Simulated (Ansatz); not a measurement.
## MgZrO3 (built on the sites of a database entry of BaZrO3): a soft mode frozen in

Wanted: the energy along a soft mode of MgZrO3 (built on the sites of a database entry of BaZrO3) and the structure at the end.

Calculated with Ansatz 0.2.0; DFT PBEsol, scalar-relativistic, plane waves, norm-conserving pseudopotentials.

The structure was built from a prototype and need not be the compound's stable phase.

### Step 1. The structure

The structure is cubic, space group Pm-3m (No. 221). Conventional cell: a = 4.071 Å, b = 4.071 Å, c = 4.071 Å, α = 90.00°, β = 90.00°, γ = 90.00°. Mg has 12 O at 2.88 Å nearest. Nearest to Zr lie 6 O at 2.04 Å. Nearest to O lie 2 Zr at 2.04 Å. Farther neighbours and most contacts between anions are not listed.

### Step 2. Linear response at the zone centre

The cell comes from relaxations at this level that are not shown. The zone centre is the only wavevector solved here; it holds the modes that light can see, as far as symmetry allows. The response to a homogeneous field gives the Born charges and the dielectric tensor, and its change with displacement the Raman tensors.

The input, input.yaml:

```yaml
crystal:
  lattice:
    - [4.071198049, 0.0, 0.0]
    - [0.0, 4.071198049, 0.0]
    - [0.0, 0.0, 4.071198049]
  atoms:
    - { symbol: Mg, position: [0.0, 0.0, 0.0] }
    - { symbol: Zr, position: [0.5, 0.5, 0.5] }
    - { symbol: O, position: [0.0, 0.5, 0.5] }
    - { symbol: O, position: [0.5, 0.0, 0.5] }
    - { symbol: O, position: [0.5, 0.5, 0.0] }
kpoints:
  mp_grid: { grid: [8, 8, 8] }
hamiltonian:
  xc: pbesol
  pseudopotentials: { kind: nc }
scf:
  occupations: { method: fixed }
output:
  eigenvalues: true
phonons:
  method: dfpt
  dielectric: true
  rigid_motions: translations
  raman: true
```

Run with:

```
$ ansatz run input.yaml --threads 4 --pin off --max-ram 7168MiB --backend cpu --events-out ev --progress --plain --runs-dir out
```

Numbers of over 12 decimals in the logs are rounded to 6 here.

Log:

```text
Engine: ansatz 0.2.0, aarch64-unknown-linux-gnu
Pseudopotentials: kind: nc
Pseudopotential: Mg, nc, valence charge 10, recommended cutoff 1142.878222 eV (normal), Mg.nc.azcp (PseudoDojo's, or run here from an input of PseudoDojo's: the run reads no file of this project's for it)
Pseudopotential: Zr, nc, valence charge 12, recommended cutoff 897.975746 eV (normal), Zr.nc.azcp (PseudoDojo's, or run here from an input of PseudoDojo's: the run reads no file of this project's for it)
Pseudopotential: O, nc, valence charge 6, recommended cutoff 1142.878222 eV (normal), O.nc.azcp (PseudoDojo's, or run here from an input of PseudoDojo's: the run reads no file of this project's for it)
Functional definition: PBEsol
  exchange = pbesol_x
  correlation = pbesol_c
Crystal: 5 atoms, lattice volume = 67.479 Å³
Basis set: ecut = 1142.878222 eV, 5887 PW (Γ), exchange–correlation on 90×90×90 points (8 copies of the dense FFT grid, shifted against one another)
Bands: 25, of which v1, the nominal top of the filled ones, is band 20 counted from 1 (19 counted from 0)
Symmetry: 48 space group operations
k-points: 170 of 512 (irreducible under 2 space group operations, time reversal used)
Non-local potential: Mg, projectors of the file, l = 0: 2, l = 1: 2
Non-local potential: Zr, projectors of the file, l = 0: 2, l = 1: 2, l = 2: 2
Non-local potential: O, projectors of the file, l = 0: 2, l = 1: 2, l = 2: 1
Initial density: superposition of atomic densities (chi_scale 0.1, normalization cell, long waves kept (reshape's long-wave potential 0.00 eV rms))
Initial wavefunctions: pseudopotential atomic-orbital guess
Functional: x = pbesol(κ = 0.804, μ = 0.123457), c = pbesol(β = 0.046)
SCF iter   1: F=—  HF=-4343.686872 eV  |F-HF|=—  |Δ(HF+E_count)|=         —  Δρ=6.73e-2  dr2=3.36e0  ethr=3.10e-3  ⟨swp⟩=5.3  Hψ=17448  notcnv=0  defer=414
preconditioner: auto → Resta (q_TF=auto, 2.501 Å⁻¹)  ε∞=5.0  [insulator: Δε(μ)=1.763 eV  Ē_g=11.064 eV  n_scr=18 (ndim 8)  ℏωp=22.1 eV  f_vac=0.000  ε∞_Penn≈5.0]
SCF iter   2: F=—  HF=-4342.773147 eV  |F-HF|=—  |Δ(HF+E_count)|=   9.14e-1  Δρ=3.62e-2  dr2=1.07e0  ethr=3.10e-3  ⟨swp⟩=2.8  Hψ=9292  notcnv=0  defer=429
SCF iter   3: F=—  HF=-4342.443351 eV  |F-HF|=—  |Δ(HF+E_count)|=   3.30e-1  Δρ=8.68e-3  dr2=7.03e-2  ethr=2.67e-3  ⟨swp⟩=3.7  Hψ=9015  notcnv=0  defer=443
SCF iter   4: F=—  HF=-4342.431710 eV  |F-HF|=—  |Δ(HF+E_count)|=   1.16e-2  Δρ=4.31e-3  dr2=9.39e-3  ethr=1.76e-4  ⟨swp⟩=2.2  Hψ=6964  notcnv=0  defer=490
SCF iter   5: F=—  HF=-4342.430131 eV  |F-HF|=—  |Δ(HF+E_count)|=   1.58e-3  Δρ=8.07e-4  dr2=7.01e-4  ethr=2.35e-5  ⟨swp⟩=2.2  Hψ=6395  notcnv=0  defer=494
SCF iter   6: F=—  HF=-4342.429956 eV  |F-HF|=—  |Δ(HF+E_count)|=   1.75e-4  Δρ=2.67e-4  dr2=3.27e-5  ethr=1.75e-6  ⟨swp⟩=2.1  Hψ=6341  notcnv=0  defer=494
SCF iter   7: F=—  HF=-4342.429945 eV  |F-HF|=—  |Δ(HF+E_count)|=   1.11e-5  Δρ=3.20e-5  dr2=5.10e-7  ethr=8.17e-8  ⟨swp⟩=2.0  Hψ=6091  notcnv=0  defer=372
SCF iter   8: F=—  HF=-4342.429876 eV  |F-HF|=—  |Δ(HF+E_count)|=   6.95e-5  Δρ=4.75e-6  dr2=1.41e-8  ethr=1.27e-9  ⟨swp⟩=2.1  Hψ=6736  notcnv=0  defer=222
SCF iter   9: F=—  HF=-4342.429876 eV  |F-HF|=—  |Δ(HF+E_count)|=   8.95e-9  Δρ=8.05e-7  dr2=3.73e-10  ethr=3.54e-11  ⟨swp⟩=2.3  Hψ=6790  notcnv=0  defer=222
SCF iter  10: F=-4342.429876 eV  HF=-4342.429876 eV  |F-HF|=1.09e-11  |Δ(HF+E_count)|=  4.17e-10  Δρ=1.55e-7  dr2=9.03e-12  ethr=1.00e-12  ⟨swp⟩=14.6  Hψ=30038  notcnv=0
SCF 1 converged in 10 iterations: F = -4342.429876 eV  dr2 = 9.03e-12
DFPT response loops at Γ: preconditioner auto → Resta (q_TF=auto, 2.501 Å⁻¹)  ε∞=8.8 (no band partly filled); β = 1.00, the filter's whole step (`scf.mixing.beta` (0.50) is not read by the response loops at its default; to damp them type it under 1.00, their step now; it binds the ground state too); Broyden in place of MSR1
── the response to a field inside a basis, on 10×10×10 k-points: an SCF that follows is theirs, and a resumed run solves both again ──
Bands: 21, of which v1, the nominal top of the filled ones, is band 20 counted from 1 (19 counted from 0)
k-points: 35
Initial density: handed on by an earlier stage of this run
Initial wavefunctions: pseudopotential atomic-orbital guess (no wavefunctions were taken with the density)
Eigensolver: Dense (35 Hₖ)
SCF iter   1: F=—  HF=-4342.416981 eV  |F-HF|=—  |Δ(HF+E_count)|=         —  Δρ=1.37e-4  dr2=9.33e-7  ethr=1.00e-1
preconditioner: auto → Resta (q_TF=auto, 2.501 Å⁻¹)  ε∞=7.3  [insulator: Δε(μ)=0.934 eV  Ē_g=8.797 eV  n_scr=18 (ndim 8)  ℏωp=22.1 eV  f_vac=0.000  ε∞_Penn≈7.3]
SCF iter   2: F=—  HF=-4342.416983 eV  |F-HF|=—  |Δ(HF+E_count)|=   2.55e-6  Δρ=7.12e-5  dr2=2.72e-7  ethr=2.33e-9
SCF iter   3: F=—  HF=-4342.416984 eV  |F-HF|=—  |Δ(HF+E_count)|=   9.95e-7  Δρ=2.71e-6  dr2=4.44e-9  ethr=6.79e-10
SCF iter   4: F=—  HF=-4342.416984 eV  |F-HF|=—  |Δ(HF+E_count)|=  3.29e-10  Δρ=1.71e-6  dr2=1.52e-9  ethr=1.11e-11
SCF iter   5: F=—  HF=-4342.416984 eV  |F-HF|=—  |Δ(HF+E_count)|=  2.36e-10  Δρ=4.54e-7  dr2=1.70e-10  ethr=3.79e-12
SCF iter   6: F=-4342.416984 eV  HF=-4342.416984 eV  |F-HF|=0.00e0  |Δ(HF+E_count)|=  1.36e-11  Δρ=9.42e-8  dr2=6.33e-12  ethr=1.00e-12
SCF 1 converged in 6 iterations: F = -4342.416984 eV  dr2 = 6.33e-12
DFPT response loops at Γ: preconditioner auto → Resta (q_TF=auto, 2.501 Å⁻¹)  ε∞=8.0 (no band partly filled); β = 1.00, the filter's whole step (`scf.mixing.beta` (0.50) is not read by the response loops at its default; to damp them type it under 1.00, their step now; it binds the ground state too); Broyden in place of MSR1
DFPT response loops at Γ: mixed as the last ones told, above
WARN: field response: ε∞ stands inside a basis, on 10×10×10 points; the force constants stand on the 8×8×8 k-mesh, whose period is 13.34 times the interband length at k = (0.0000, 0.0000, 0.0000), direct gap 1.082 eV, under 14: take them and everything formed from them as unconverged, and compare with a denser kpoints.mp_grid
SCF converged after 10 iterations
Free energy (F): -4342.429876 eV
Harris-Foulkes:  -4342.429876 eV  (|F-HF|=1.09e-11)
Internal energy: -4342.429876 eV  (E = F + TS)
E sigma→0 (E₀):  -4342.429876 eV
Fermi energy:    7.318983 eV
--- Per-component energies (eV) ---
  E_band       = -495.642136
  E_kinetic    = 2210.046805
  E_local      = -3537.139331  (includes V_loc(G=0)·N_el)
  E_nonlocal   = -556.993171
  E_hartree    = 1135.846911
  E_xc         = -820.920147
  E_vxc        = -883.250300  (∫ρ·V_xc dr)
  E_ewald      = -2773.270942
  E_smearing   = -0.000000  (= −TS)
  E_closure    = -0.000000  (closes the sum)
  Σ components = -4342.429876   (vs F -4342.429876, Δ=0.00e0)
--- Band table (eV; the first three rows and the last of 170) ---
  k-point 0: bands = [... 16 lower, 6.2872, 7.0191, 7.0191, 7.0191, 8.1012, 11.1263, 11.1263, 11.1263, ... 1 higher]
  k-point 1: bands = [... 16 lower, 6.2189, 6.3701, 6.9893, 6.9893, 8.5462, 11.1510, 11.4786, 11.4786, ... 1 higher]
  k-point 2: bands = [... 16 lower, 5.8913, 6.0607, 6.9564, 6.9564, 9.4329, 11.2121, 12.2862, 12.2862, ... 1 higher]
  k-point 169: bands = [... 16 lower, 3.7939, 7.3190, 7.3190, 7.3190, 9.6040, 15.0400, 15.0400, 15.0400, ... 1 higher]
--- Phonons (Γ-DFPT): 4 representative perturbations + reference, on 170 of 512 k-points (Σ response iterations 13) ---
  k mesh reduced under 2 symmetry operations, with k and −k counted as one. Each operation leaves every solved perturbation unchanged. A smaller set is not considered because the run solves the response to a homogeneous field
  ASR residual: 1.217e-2 → 0.000e0 eV/Å²; symmetrization residual: 6.573e-6 eV/Å²
  ASR residual per site (eV/Å²): 1.22e-2 1.73e-4 5.82e-5 5.82e-5 5.82e-5
  Γ frequencies (cm⁻¹): -258.17 -258.17 -258.17 -217.81 -217.81 -217.81 0.00 0.00 0.00 182.45 182.45 182.45 641.12 641.12 641.12
  ε∞ (high-frequency dielectric tensor):
        5.194648     0.000000    -0.000000
        0.000000     5.194648     0.000000
       -0.000000     0.000000     5.194648
  softest optical mode at Γ: -258.17 cm⁻¹; the repairs (sum rule, projections) moved no ω² at Γ by more than (11.74 cm⁻¹)²
  Born effective charges Z* (e; rows j = field, columns β = displacement):
    site 0:
         2.68769   -0.00000   -0.00000
        -0.00000    2.68769    0.00000
         0.00000    0.00000    2.68769
    site 1:
         5.83653   -0.00000    0.00000
         0.00000    5.83653    0.00000
        -0.00000    0.00000    5.83653
    site 2:
        -4.97399   -0.00000    0.00000
        -0.00000   -1.77511    0.00000
         0.00000    0.00000   -1.77511
    site 3:
        -1.77511    0.00000    0.00000
         0.00000   -4.97399    0.00000
         0.00000    0.00000   -1.77511
    site 4:
        -1.77511    0.00000    0.00000
        -0.00000   -1.77511    0.00000
         0.00000    0.00000   -4.97399
  Z* charge neutrality: 1.204e-3 e pre-enforcement
  solved inside a basis spanned on kpoints, on 10×10×10 k-points transformed towards the longest dipole: ε∞ is read to err by 2.0e-2, Z* by 5.2e-2 e (field_mesh: kpoints solves on kpoints); Z* is corrected for what the basis lacks
  Raman tensors (in the event stream and the table raman_tensors.tsv): an entry may err by 3.5e-3 Å², one of the second-order susceptibility by 1.0e-18 pm/V (basis, points and sum rule); their sum over the sites missed zero by 1.412e-20 Å² ahead of its enforcement
  optical modes at Γ without the LO–TO term, one row a degenerate level:
      ω (cm⁻¹)  modes    IR ((D/Å)²/amu)  static Raman (Å⁴/amu)  depolarisation
       -258.17      3            67.5607                 0.0000               —
       -217.81      3             0.0000                 0.0000               —
        182.45      3            14.5385                 0.0000               —
        641.12      3            98.6090                 0.0000               —
  optical modes at Γ + LO–TO along q̂ = [1.0000, 0.0000, 0.0000]:
      ω (cm⁻¹)  modes    IR ((D/Å)²/amu)  static Raman (Å⁴/amu)  depolarisation
       -258.17      2            45.0405                 0.0000               —
       -217.81      3             0.0000                 0.0000               —
        -74.12      1             2.8636                 0.0000               —
        182.45      2             9.6923                 0.0000               —
        279.77      1             7.1758                 0.0000               —
        641.12      2            65.7393                 0.0000               —
        819.39      1            50.1967                 0.0000               —
  optical modes at Γ + LO–TO along q̂ = [0.0000, 1.0000, 0.0000]:
      ω (cm⁻¹)  modes    IR ((D/Å)²/amu)  static Raman (Å⁴/amu)  depolarisation
       -258.17      2            45.0405                 0.0000               —
       -217.81      3             0.0000                 0.0000               —
        -74.12      1             2.8636                 0.0000               —
        182.45      2             9.6923                 0.0000               —
        279.77      1             7.1758                 0.0000               —
        641.12      2            65.7393                 0.0000               —
        819.39      1            50.1967                 0.0000               —
  optical modes at Γ + LO–TO along q̂ = [0.0000, 0.0000, 1.0000]:
      ω (cm⁻¹)  modes    IR ((D/Å)²/amu)  static Raman (Å⁴/amu)  depolarisation
       -258.17      2            45.0405                 0.0000               —
       -217.81      3             0.0000                 0.0000               —
        -74.12      1             2.8636                 0.0000               —
        182.45      2             9.6923                 0.0000               —
        279.77      1             7.1758                 0.0000               —
        641.12      2            65.7393                 0.0000               —
        819.39      1            50.1967                 0.0000               —
```

Run time: 4.9 min. Hardware: 4 threads of Arm Neoverse V2, shared host; peak memory 4 GiB; 19 min of CPU time.

Numbers from this step:

```yaml
gap_on_the_k_mesh: 0.7822 eV
volume_per_atom: 13.50 Å³
sum_rule_residual_before_enforcement: 0.01217 eV/Å²
miss_of_the_charge_sum_rule: 0.001204 e
estimated_error_of_the_dielectric_tensor: 0.02043
estimated_error_of_the_born_charges: 0.05159 e
point_group: m-3m
highest_optical_mode_at_the_zone_centre_no_lo_to_term: 641.1 cm⁻¹
lowest_optical_zone_centre_mode: -258.2 cm⁻¹
mean_high_frequency_dielectric_constant: 5.195
largest_born_charge_third_of_the_trace: 5.837 e
top_of_the_zone_centre_spectrum_with_the_field: 819.4 cm⁻¹
```

Without the LO-TO term. Patterns of degenerate modes are one choice out of their space. Modes at Γ, with each element's share of the kinetic energy (negative means imaginary):

```csv
mode,frequency (cm⁻¹),symmetry,Mg %,Zr %,O %
1,-258.2,T1u,57,0,43
2,-258.2,T1u,57,0,43
3,-258.2,T1u,57,0,43
4,-217.8,T2u,0,0,100
5,-217.8,T2u,0,0,100
6,-217.8,T2u,0,0,100
7,0.0,acoustic,15,56,29
8,0.0,acoustic,15,56,29
9,0.0,acoustic,15,56,29
10,182.4,T1u,28,38,33
11,182.4,T1u,28,38,33
12,182.4,T1u,28,38,33
13,641.1,T1u,0,6,94
14,641.1,T1u,0,6,94
15,641.1,T1u,0,6,94
```

Displacements in mode 3 (-258.2 cm⁻¹), the largest set to 1:
```
Mg1  0.00  1.00  0.29
Zr2  0.00  0.03  0.01
O3   0.00 -0.75 -0.22
O4   0.00 -0.19 -0.22
O5   0.00 -0.75 -0.06
```

Displacements in mode 12 (182.4 cm⁻¹), the largest set to 1:
```
Mg1  0.00 -1.00 -0.21
Zr2  0.00  0.60  0.13
O3   0.00 -0.95 -0.20
O4   0.00 -0.01 -0.20
O5   0.00 -0.95  0.00
```

Before it was imposed, the acoustic sum rule was missed by 0.012 eV/Å² and the charge sum rule by 0.0012 e. Small misses are needed for a sound result but don't prove that mesh and cutoff are converged. The lowest optical mode is imaginary, 258.2i cm⁻¹, so the energy falls along it.

The log warns of the k mesh: “the force constants stand on the 8×8×8 k-mesh, whose period is 13.34 times the interband length at k = (0.0000, 0.0000, 0.0000), direct gap 1.082 eV, under 14: take them and everything formed from them as unconverged”.

### Step 3. The mode frozen in, largest atomic shift 0 Å

The mode followed lies at Γ with frequency 217.8i cm⁻¹ and is 3-fold degenerate, one of the unstable modes though not the softest. At small amplitude the distorted cell has space group no. 115 by a symmetry search on the positions. The undistorted cell that holds it gives the zero of energy on the same k mesh.

Edit input.yaml of step 2 so:

```diff
@@ -17,9 +17,6 @@
 scf:
-  occupations: { method: fixed }
+  occupations: { method: gaussian, width: 0.02 }
 output:
+  forces: true
+  stress: true
   eigenvalues: true
-phonons:
-  method: dfpt
-  dielectric: true
-  rigid_motions: translations
-  raman: true
```

Log:

```text
[...]
Crystal: 5 atoms, lattice volume = 67.479 Å³
Basis set: ecut = 1142.878222 eV, 5887 PW (Γ), exchange–correlation on 90×90×90 points (8 copies of the dense FFT grid, shifted against one another)
Bands: 25, of which v1, the nominal top of the filled ones, is band 20 counted from 1 (19 counted from 0)
Symmetry: 48 space group operations
[...]
k-points: 35 of 512
[...]
P = ⅓ Tr σ = 0.0027 GPa (0.027 kbar)
--- Band table (eV; the first three rows and the last of 35) ---
  k-point 0: bands = [... 16 lower, 6.2872, 7.0191, 7.0191, 7.0191, 8.1012, 11.1263, 11.1263, 11.1263]
  k-point 1: bands = [... 16 lower, 6.2188, 6.3701, 6.9892, 6.9892, 8.5462, 11.1510, 11.4787, 11.4787]
  k-point 2: bands = [... 16 lower, 5.8913, 6.0607, 6.9563, 6.9563, 9.4329, 11.2121, 12.2862, 12.2862]
  k-point 34: bands = [... 16 lower, 3.7939, 7.3189, 7.3189, 7.3189, 9.6040, 15.0400, 15.0400, 15.0400]
[key lines of the parts left out:]
SCF converged after 8 iterations
Free energy (F): -4342.429876 eV
Fermi energy:    7.710345 eV
```

It took 2.5 s on 4 threads; peak memory 0.54 GiB; 9.8 s of CPU time.

Numbers from this step:

* pressure: 0.002716 GPa
* energy from the undistorted cell: 0 meV/atom

At this level the gap is 0.78 eV on the k-mesh of the self-consistent run, which can miss the band edges.

### Step 4. The mode frozen in, largest atomic shift 0.45 Å

The atoms are moved along the unstable eigenvector, the largest shift by 0.45 Å, with the cell fixed.

input.yaml, the sections that differ from step 3:

```yaml
crystal:
  lattice:
    - [4.071198049, 0.0, 0.0]
    - [0.0, 4.071198049, 0.0]
    - [0.0, 0.0, 4.071198049]
  atoms:
    - { symbol: Mg, position: [0.0, 0.0, 0.0] }
    - { symbol: Zr, position: [0.5, 0.5, 0.5] }
    - { symbol: O, position: [0.0, 0.3894674259, 0.5] }
    - { symbol: O, position: [0.5, 0.0, 0.5] }
    - { symbol: O, position: [0.5, 0.6105325741, 0.0] }
# kpoints, hamiltonian, scf, output: as in step 3
```

Log:

```text
[...]
Crystal: 5 atoms, lattice volume = 67.479 Å³
Basis set: ecut = 1142.878222 eV, 5887 PW (Γ), exchange–correlation on 90×90×90 points (8 copies of the dense FFT grid, shifted against one another)
Bands: 25, of which v1, the nominal top of the filled ones, is band 20 counted from 1 (19 counted from 0)
Symmetry: 8 space group operations
[...]
--- Band table (eV; the first three rows and the last of 75) ---
  k-point 0: bands = [... 16 lower, 5.7120, 6.8044, 6.8044, 7.2129, 8.3602, 10.9513, 12.4581, 12.4581]
  k-point 1: bands = [... 16 lower, 5.9505, 6.6387, 6.7728, 7.2300, 8.7937, 11.1685, 12.1450, 12.4970]
  k-point 2: bands = [... 16 lower, 5.6916, 6.6182, 6.7273, 7.2142, 9.6806, 11.6547, 11.8969, 12.5879]
  k-point 74: bands = [... 16 lower, 3.9390, 6.0006, 7.5005, 7.5005, 11.0477, 13.7860, 13.7860, 14.1052]
[key lines of the parts left out:]
SCF converged after 9 iterations
Free energy (F): -4342.598916 eV
Fermi energy:    7.930492 eV
P = ⅓ Tr σ = -5.1692 GPa (-51.692 kbar)
```

Wall time 9.2 s (4 threads); peak memory 0.63 GiB.

This step gave:

```
pressure                         : -5.169 GPa
gap on the k-mesh                : 0.8597 eV
energy from the undistorted cell : -33.81 meV/atom
```

The energy, extrapolated to zero smearing, is -33.81 meV/atom against the undistorted cell.

The run ends at a pressure of -5.17 GPa, with forces up to 0.21 eV/Å.

### Step 5. Energy along the mode, all amplitudes (two of the runs are shown above)

An imaginary frequency means negative curvature, so the energy should fall and then rise again as anharmonic terms take over.

This step gave:

```
depth at the lowest point sampled  : 33.81 meV/atom
largest atomic shift at that point : 0.45 Å
```

Table of energy from the parent by largest atomic shift:

```csv
largest atomic shift (Å),energy from the parent (meV/atom)
0.000,0
0.040,-0.885
0.080,-3.45
0.140,-9.81
0.220,-20.7
0.320,-32.6
0.450,-33.8
0.600,-0.262
```

Displacement at unit largest shift by atom:

```csv
atom,x (Å),y (Å),z (Å),size
Mg1,0.00,0.00,0.00,0.00
Zr2,0.00,0.00,0.00,0.00
O3,0.00,-1.00,0.00,1.00
O4,0.00,0.00,0.00,0.00
O5,0.00,1.00,0.00,1.00
```

The lowest of the steps tried is at 0.45 Å, 33.8 meV/atom below the parent; the bottom of the well need not coincide with a step.

[end of part 1 of 2]

[Logs are printed without paths, hosts, clocks, repeated set-up lines and the standing remarks that a program may print on its own settings, such as how far it seeks lower states.]

[Hosts, paths, dates, database ids (printed as entryN), source tags and the programs' standing remarks are cut or masked in the printed files.]
